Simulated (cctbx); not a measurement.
# A crystallographic session in cctbx: NdErCoGe2

Library: cctbx 2025.11. The data are simulated by the first script.

## 1. Simulate the data

run.py:

```python
from cctbx import adptbx, crystal, miller, sgtbx, xray
from cctbx.array_family import flex
from iotbx.shelx import hklf
from scitbx import matrix
import scitbx.random

cs = crystal.symmetry(unit_cell=(10.365, 4.222, 10.174, 90, 116.88, 90), space_group_symbol='Hall: -C 2y')  # C2/m
atoms = [  # label, site, U (iso, or U11 U22 U33 U12 U13 U23 in A^2), occupancy
    ("Er1", (0.6894, 0.5, 0.1166), (0.0025, 0.0059, 0.0051, 0.0000, 0.0010, 0.0000), 1),
    ("Nd1", (0.0038, 0, 0.3318), (0.0045, 0.0040, 0.0032, 0.0000, 0.0012, 0.0000), 1),
    ("Ge1", (0.8362, 0.5, 0.4369), (0.0054, 0.0061, 0.0067, 0.0000, 0.0029, 0.0000), 1),
    ("Ge2", (0.9812, 0.5, 0.1223), (0.0088, 0.0036, 0.0052, 0.0000, 0.0029, 0.0000), 1),
    ("Co1", (0.2702, 0, 0.6579), (0.0130, 0.0116, 0.0063, 0.0000, 0.0062, 0.0000), 1),
]
xs = xray.structure(crystal_symmetry=cs)
for label, site, u, occ in atoms:
    u = adptbx.u_cif_as_u_star(cs.unit_cell(), u) if isinstance(u, tuple) else u
    xs.add_scatterer(xray.scatterer(label, site=site, u=u, occupancy=occ))
xs.set_inelastic_form_factors(1.54184, "sasaki")
xs.show_summary()
p1 = xs.expand_to_p1()
ms = miller.build_set(p1, anomalous_flag=True, d_min=0.83)
flex.set_random_seed(814878)
scitbx.random.set_random_seed(814878)
ms = ms.select(flex.random_double(ms.size()) < 0.95)
i = ms.structure_factors_from_scatterers(p1, algorithm="direct").f_calc().as_intensity_array().data()
i = i * 5000 / flex.max(i)
sig = flex.sqrt(i + flex.pow2(0.06 * i) + 2 ** 2)
noise = scitbx.random.variate(scitbx.random.normal_distribution())(i.size())
data = ms.array(data=i + sig * noise, sigmas=sig).set_observation_type_xray_intensity()
with open("data.hkl", "w") as f:
    data.export_as_shelx_hklf(f)
print("reflections written:", data.size(), " <I/sigma> = %.1f" % flex.mean(data.data() / data.sigmas()))
for h, a, b in list(data.sort("data"))[:12]:
    print("%4d%4d%4d %9.1f %7.1f" % (h + (a, b)))
```

```console
$ python run.py
```

```text
Number of scatterers: 5
At special positions: 5
Unit cell: (10.365, 4.222, 10.174, 90, 116.88, 90)
Space group: C 1 2/m 1 (No. 12)
reflections written: 2738  <I/sigma> = 4.2
   0   2   0    5089.6   308.2
   0  -2   0    5035.8   308.2
  -7  -1   3    3110.5   188.1
  -7   1   3    3108.9   188.1
   7  -1  -3    3092.6   188.1
  -1  -1   3    2910.2   167.5
  -3  -1  -1    2680.7   147.1
   1   1  -3    2658.7   167.5
   4   0  -2    2654.3   161.9
   7   1  -3    2647.5   188.1
   1  -1  -3    2593.7   167.5
  -1   1   3    2511.2   167.5
```

It took 0.27 s on 1 thread of Arm Neoverse V2 (shared host), peak memory 0.07 GiB.

## 2. Refinement (right model, isotropic)

run.py:

```python
import math
from cctbx import adptbx, crystal, maptbx, sgtbx, xray
from cctbx.array_family import flex
from cctbx.xray import observations
from iotbx.shelx import hklf
from scitbx.lstbx import normal_eqns_solving
from smtbx import absolute_structure, utils
from smtbx.refinement import constraints, least_squares

cs = crystal.symmetry(unit_cell=(10.365, 4.222, 10.174, 90, 116.88, 90), space_group_symbol='Hall: -C 2y')  # C2/m
atoms = [  # label, site, U (iso, or U11 U22 U33 U12 U13 U23 in A^2), occupancy
    ("Er1", (0.6855, 0.5, 0.112), 0.0200, 1),
    ("Nd1", (0.0009, 0, 0.331), 0.0200, 1),
    ("Ge1", (0.8429, 0.5, 0.4406), 0.0200, 1),
    ("Ge2", (0.9891, 0.5, 0.1286), 0.0200, 1),
    ("Co1", (0.2663, 0, 0.6554), 0.0200, 1),
]
xs = xray.structure(crystal_symmetry=cs)
for label, site, u, occ in atoms:
    u = adptbx.u_cif_as_u_star(cs.unit_cell(), u) if isinstance(u, tuple) else u
    xs.add_scatterer(xray.scatterer(label, site=site, u=u, occupancy=occ))
xs.set_inelastic_form_factors(1.54184, "sasaki")
raw = hklf.reader(file_name="data.hkl").as_miller_arrays(crystal_symmetry=cs, anomalous=True)[0]
merged = raw.eliminate_sys_absent().merge_equivalents()
fo2 = merged.array().set_observation_type_xray_intensity()
print("Rint %.3f, %d unique reflections to %.2f A" % (merged.r_int(), fo2.size(), fo2.d_min()))
for sc in xs.scatterers():
    sc.flags.set_grad_site(True)
    sc.flags.set_grad_u_aniso(sc.flags.use_u_aniso())
    sc.flags.set_grad_u_iso(sc.flags.use_u_iso())
obs = fo2.as_xray_observations()
extra = {}
rep = constraints.reparametrisation(xs, [], utils.connectivity_table(xs), **extra)
ls = least_squares.crystallographic_ls(obs, rep, weighting_scheme=least_squares.mainstream_shelx_weighting(a=0, b=0))
print("cycle     R1     wR2    GooF  max shift (A)")
for cycle in range(8):
    ls.build_up()
    r1, wr2, goof = ls.r1_factor(cutoff_factor=2)[0], ls.wR2(), ls.goof()
    old = xs.sites_cart()
    normal_eqns_solving.levenberg_marquardt_iterations(ls, n_max_iterations=3, tau=1e-06, step_threshold=1e-7)
    big = flex.max((xs.sites_cart() - old).norms())
    print("%4d %7.4f %7.4f %7.3f %9.5f" % (cycle + 1, r1, wr2, goof, big))
    ls.build_up(objective_only=True)
    if abs(ls.wR2() - wr2) < 5e-5 and big < 5e-4:
        break
ls.build_up()
print("final R1 %.4f wR2 %.4f GooF %.3f  parameters %d  data/parameter %.1f" % (ls.r1_factor(cutoff_factor=2)[0], ls.wR2(), ls.goof(), ls.n_parameters, fo2.size() / ls.n_parameters))
cov = ls.covariance_matrix_and_annotations()
su = dict(zip(cov.annotations, (math.sqrt(max(v, 0)) for v in cov.matrix.matrix_packed_u_diagonal())))
a2 = cs.unit_cell().reciprocal_parameters()[0] ** -2
print("atom        x        y        z      Ueq    occ   su(xyz)  su(Uiso or U11)")
for sc in xs.scatterers():
    s = max(su.get(sc.label + k, 0) for k in (".x", ".y", ".z"))
    npd = "" if sc.is_positive_definite_u(cs.unit_cell()) else "  NPD"
    print("%-5s %8.5f %8.5f %8.5f %8.4f %6.3f %8.5f %7.4f%s" % ((sc.label,) + sc.site + (sc.u_iso_or_equiv(cs.unit_cell()), sc.occupancy, s, su.get(sc.label + ".uiso", su.get(sc.label + ".u11", 0) * a2), npd)))
fo = fo2.f_sq_as_f()
fc = fo.structure_factors_from_scatterers(xs, algorithm="direct").f_calc()
diff = fo.f_obs_minus_f_calc(1 / math.sqrt(ls.scale_factor()), fc).average_bijvoet_mates()
m = diff.fft_map(symmetry_flags=maptbx.use_space_group_symmetry, resolution_factor=0.25).apply_volume_scaling()
print("difference map: max %.2f min %.2f rms %.2f" % (m.statistics().max(), m.statistics().min(), m.statistics().sigma()))
peaks = m.peak_search(parameters=maptbx.peak_search_parameters(min_distance_sym_equiv=0.6, max_clusters=6)).all()
near = xs.closest_distances(peaks.sites(), distance_cutoff=4)
sps = cs.special_position_settings(min_distance_sym_equiv=0.5)
for k, (x, h) in enumerate(zip(peaks.sites(), peaks.heights())):
    ss = sps.site_symmetry(x)
    print("Q%-3d %7.4f %7.4f %7.4f %4d %7.2f  %.2f A from %s" % ((k + 1,) + tuple(t % 1 for t in ss.exact_site()) + (ss.multiplicity(), h, near.smallest_distances[k], xs.scatterers()[near.i_seqs[k]].label)))
```

```console
$ python run.py
```

```text
Rint 0.052, 413 unique reflections to 0.83 A
cycle     R1     wR2    GooF  max shift (A)
   1  0.1734  0.4418   7.284   0.07879
   2  0.0261  0.0676   1.114   0.00008
final R1 0.0261 wR2 0.0676 GooF 1.114  parameters 15  data/parameter 27.5
atom        x        y        z      Ueq    occ   su(xyz)  su(Uiso or U11)
Er1    0.68937  0.50000  0.11647   0.0046  1.000  0.00008  0.0003
Nd1    0.00401  0.00000  0.33189   0.0040  1.000  0.00007  0.0002
Ge1    0.83631  0.50000  0.43699   0.0059  1.000  0.00017  0.0004
Ge2    0.98107  0.50000  0.12230   0.0059  1.000  0.00017  0.0004
Co1    0.27011  0.00000  0.65795   0.0091  1.000  0.00025  0.0005
difference map: max 1.66 min -1.79 rms 0.39
Q1    0.0305  0.5000  0.1223    4    1.74  0.51 A from Ge2
Q2    0.0358  0.0000  0.6551    4    1.54  0.49 A from Nd1
Q3    0.1647  0.0000  0.7974    4    1.49  1.65 A from Nd1
Q4    0.1569  0.5000  0.2025    4    1.40  1.27 A from Co1
Q5    0.2428  0.5000  0.1658    4    1.37  1.86 A from Co1
Q6    0.1991  0.1094  0.1013    8    1.35  0.51 A from Er1
```

Time: 0.42 s.

## 3. Refinement (right model, anisotropic)

run.py, as its changes from the last script of this kind:

```diff
@@ -12,5 +12,5 @@
-    ("Er1", (0.6855, 0.5, 0.112), 0.0200, 1),
-    ("Nd1", (0.0009, 0, 0.331), 0.0200, 1),
-    ("Ge1", (0.8429, 0.5, 0.4406), 0.0200, 1),
-    ("Ge2", (0.9891, 0.5, 0.1286), 0.0200, 1),
-    ("Co1", (0.2663, 0, 0.6554), 0.0200, 1),
+    ("Er1", (0.68937, 0.5, 0.11647), 0.0046, 1),
+    ("Nd1", (0.00401, 0, 0.33189), 0.0040, 1),
+    ("Ge1", (0.83631, 0.5, 0.43699), 0.0059, 1),
+    ("Ge2", (0.98107, 0.5, 0.1223), 0.0059, 1),
+    ("Co1", (0.27011, 0, 0.65795), 0.0091, 1),
@@ -22,0 +23 @@
+xs.convert_to_anisotropic()
```

```console
$ python run.py
```

```text
Rint 0.052, 413 unique reflections to 0.83 A
cycle     R1     wR2    GooF  max shift (A)
   1  0.0261  0.0676   1.136   0.00127
   2  0.0218  0.0558   0.937   0.00000
final R1 0.0218 wR2 0.0558 GooF 0.937  parameters 30  data/parameter 13.8
atom        x        y        z      Ueq    occ   su(xyz)  su(Uiso or U11)
Er1    0.68940  0.50000  0.11649   0.0046  1.000  0.00007  0.0003
Nd1    0.00395  0.00000  0.33185   0.0041  1.000  0.00006  0.0003
Ge1    0.83632  0.50000  0.43700   0.0059  1.000  0.00014  0.0006
Ge2    0.98120  0.50000  0.12233   0.0061  1.000  0.00015  0.0006
Co1    0.27007  0.00000  0.65794   0.0094  1.000  0.00021  0.0010
difference map: max 1.26 min -1.64 rms 0.34
Q1    0.1644  0.0000  0.7978    4    1.30  1.64 A from Nd1
Q2    0.2441  0.5000  0.1704    4    1.28  1.82 A from Co1
Q3    0.2424  0.0000  0.2065    4    1.23  0.83 A from Er1
Q4    0.0514  0.5000  0.2184    4    1.20  0.92 A from Ge2
Q5    0.0657  0.0000  0.9147    4    1.11  1.87 A from Er1
Q6    0.1425  0.5000  0.1855    4    1.07  1.43 A from Co1
```

Time: 0.42 s.

## 4. Refinement

run.py, as its changes from the last script of this kind:

```diff
@@ -16 +15,0 @@
-    ("Co1", (0.27011, 0, 0.65795), 0.0091, 1),
@@ -37 +36 @@
-for cycle in range(8):
+for cycle in range(12):
```

```console
$ python run.py
```

```text
Rint 0.052, 413 unique reflections to 0.83 A
cycle     R1     wR2    GooF  max shift (A)
   1  0.2448  0.5027   8.383   0.02655
   2  0.2406  0.4735   7.896   0.00130
   3  0.2405  0.4734   7.896   0.00035
final R1 0.2405 wR2 0.4734 GooF 7.896  parameters 24  data/parameter 17.2
atom        x        y        z      Ueq    occ   su(xyz)  su(Uiso or U11)
Er1    0.68971  0.50000  0.11611  -0.0055  1.000  0.00066  0.0029  NPD
Nd1    0.00382  0.00000  0.33268  -0.0031  1.000  0.00065  0.0035  NPD
Ge1    0.83645  0.50000  0.43795  -0.0046  1.000  0.00125  0.0061  NPD
Ge2    0.97832  0.50000  0.11986  -0.0042  1.000  0.00144  0.0056  NPD
difference map: max 75.30 min -12.14 rms 4.57
Q1    0.2278  0.5000  0.3403    4   77.44  2.39 A from Ge1
Q2    0.0063  0.0000  0.3299    4   40.17  0.05 A from Nd1
Q3    0.1896  0.0000  0.1192    4   39.73  0.03 A from Er1
Q4    0.9945  0.5000  0.1420    4   18.89  0.21 A from Ge2
Q5    0.1680  0.5000  0.5603    4   18.41  0.06 A from Ge1
Q6    0.2216  0.0000  0.8432    4   14.90  2.21 A from Nd1
```

Time: 0.46 s.

This run holds a fault made on purpose: atom left out: Co1.

## 5. Refinement

run.py, as its changes from the last script of this kind:

```diff
@@ -13 +13 @@
-    ("Nd1", (0.00401, 0, 0.33189), 0.0040, 1),
+    ("Pr1", (0.00401, 0, 0.33189), 0.0040, 1),
@@ -15,0 +16 @@
+    ("Co1", (0.27011, 0, 0.65795), 0.0091, 1),
```

```console
$ python run.py
```

```text
Rint 0.052, 413 unique reflections to 0.83 A
cycle     R1     wR2    GooF  max shift (A)
   1  0.0265  0.0685   1.151   0.00171
   2  0.0226  0.0565   0.950   0.00000
final R1 0.0226 wR2 0.0565 GooF 0.950  parameters 30  data/parameter 13.8
atom        x        y        z      Ueq    occ   su(xyz)  su(Uiso or U11)
Er1    0.68941  0.50000  0.11650   0.0049  1.000  0.00007  0.0003
Pr1    0.00394  0.00000  0.33184   0.0040  1.000  0.00006  0.0003
Ge1    0.83639  0.50000  0.43702   0.0063  1.000  0.00014  0.0006
Ge2    0.98125  0.50000  0.12237   0.0065  1.000  0.00015  0.0006
Co1    0.27002  0.00000  0.65793   0.0095  1.000  0.00021  0.0010
difference map: max 1.26 min -1.55 rms 0.34
Q1    0.2446  0.5000  0.1725    4    1.35  1.80 A from Co1
Q2    0.1594  0.0742  0.7903    8    1.23  1.61 A from Pr1
Q3    0.2380  0.5000  0.6735    4    1.18  1.04 A from Ge1
Q4    0.1001  0.5000  0.3378    4    1.13  1.33 A from Co1
Q5    0.0558  0.5000  0.2122    4    1.11  0.89 A from Ge2
Q6    0.2411  0.0000  0.2064    4    1.07  0.83 A from Er1
```

Time: 0.39 s.

This run holds a fault made on purpose: wrong element: Pr1 is Nd.

## 6. Refinement

run.py, as its changes from the last script of this kind:

```diff
@@ -13 +13 @@
-    ("Pr1", (0.00401, 0, 0.33189), 0.0040, 1),
+    ("Nd1", (0.00401, 0, 0.33189), 0.0040, 1),
@@ -15 +14,0 @@
-    ("Ge2", (0.98107, 0.5, 0.1223), 0.0059, 1),
```

```console
$ python run.py
```

```text
Rint 0.052, 413 unique reflections to 0.83 A
cycle     R1     wR2    GooF  max shift (A)
   1  0.3654  0.6504  10.847   0.03254
   2  0.3516  0.6206  10.350   0.00696
   3  0.3508  0.6204  10.346   0.00190
   4  0.3507  0.6204  10.346   0.00046
final R1 0.3506 wR2 0.6203 GooF 10.346  parameters 24  data/parameter 17.2
atom        x        y        z      Ueq    occ   su(xyz)  su(Uiso or U11)
Er1    0.68739  0.50000  0.11236  -0.0063  1.000  0.00097  0.0045  NPD
Nd1    0.00337  0.00000  0.33225  -0.0060  1.000  0.00095  0.0047  NPD
Ge1    0.83740  0.50000  0.44013  -0.0037  1.000  0.00208  0.0080  NPD
Co1    0.26880  0.00000  0.65881   0.0081  1.000  0.00386  0.0174
difference map: max 134.59 min -18.07 rms 8.48
Q1    0.0206  0.5000  0.8796    4  134.64  2.56 A from Co1
Q2    0.1919  0.0000  0.1202    4   95.74  0.07 A from Er1
Q3    0.0026  0.0000  0.3330    4   85.09  0.01 A from Nd1
Q4    0.1705  0.5000  0.5655    4   52.66  0.08 A from Ge1
Q5    0.2170  0.5000  0.3263    4   38.46  0.16 A from Co1
Q6    0.2019  0.0000  0.8203    4   18.21  1.99 A from Nd1
```

Run time: 0.56 s on 1 thread of Arm Neoverse V2, on a shared host, peak memory 0.09 GiB.

This run holds a fault made on purpose: atom left out: Ge2.

[Logs are printed without paths, hosts, clocks, repeated set-up lines and the standing remarks that a program may print on its own settings, such as how far it seeks lower states.]
